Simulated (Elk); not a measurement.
## Collinear magnetic orders of MnF2 with Elk: start 2: antiferro +-

Elk 11.2.3 (patched build); PBE with U = 4.00 eV on Mn d; all-electron APW+lo, Dirac cores, scalar-relativistic bands.

Reversing part of the moments tests the sign of the couplings between them.

The input, elk.in:

```
tasks
  0

xctype
  20

rgkmax
  7.0

nempty
  8

swidth
  0.001837

reducebf
  0.6

epsengy
  1e-05

maxscl
  100

lmaxi
  3

lmaxo
  10

lmaxapw
  10

spinpol
  .true.

sppath
  './'

avec
  9.21014718620 0.00000000000 0.00000000000
  0.00000000000 9.21014718620 0.00000000000
  0.00000000000 0.00000000000 6.25631628080

atoms
  2
  'Mn.in'
  2
  0.0000000000 0.0000000000 0.0000000000   0.000000 0.000000 -0.450000
  0.5000000000 0.5000000000 0.5000000000   0.000000 0.000000 0.450000
  'F.in'
  4
  0.3053000000 0.3053000000 0.0000000000   0.000000 0.000000 0.000000
  0.1947000000 0.8053000000 0.5000000000   0.000000 0.000000 0.000000
  0.6947000000 0.6947000000 0.0000000000   0.000000 0.000000 0.000000
  0.8053000000 0.1947000000 0.5000000000   0.000000 0.000000 0.000000

ngridk
  8 8 8

dft+u
  1 1
  1 2 0.146997 0.000000
```

Started as:

```sh
$ OMP_NUM_THREADS=4 elk
```

**Question.** What does this run give for the moment between the spheres and spin moment in the muffin-tin sphere?

Opposed moments of equal size cancel, so the cell has no net moment. Symmetry leaves 2 kinds of site among the 6 atoms, and equivalent atoms carry values of equal size.

Spin moment in the muffin-tin sphere by atom:

```csv
atom,spin moment in the muffin-tin sphere (μB)
Mn1,4.55
Mn2,-4.55
F3,-0.02
F4,0.02
F5,-0.02
F6,0.02
```

Read from the output:

```
moment between the spheres           : 0 μB
magnetization                        : 0 μB
final state                          : antiferromagnetic
```

[Logs and program files are shortened in this print: banners, set-up blocks, solver, clock and traceback lines can be left out without a mark of their own.]

[Logs are printed without paths, hosts, clocks, repeated set-up lines and the standing remarks that a program may print on its own settings, such as how far it seeks lower states.]

[Hosts, paths, dates, database ids (printed as entryN), source tags and the programs' standing remarks are cut or masked in the printed files.]

[Where a cell is said to come from a database of computed structures, the database is the Materials Project.]
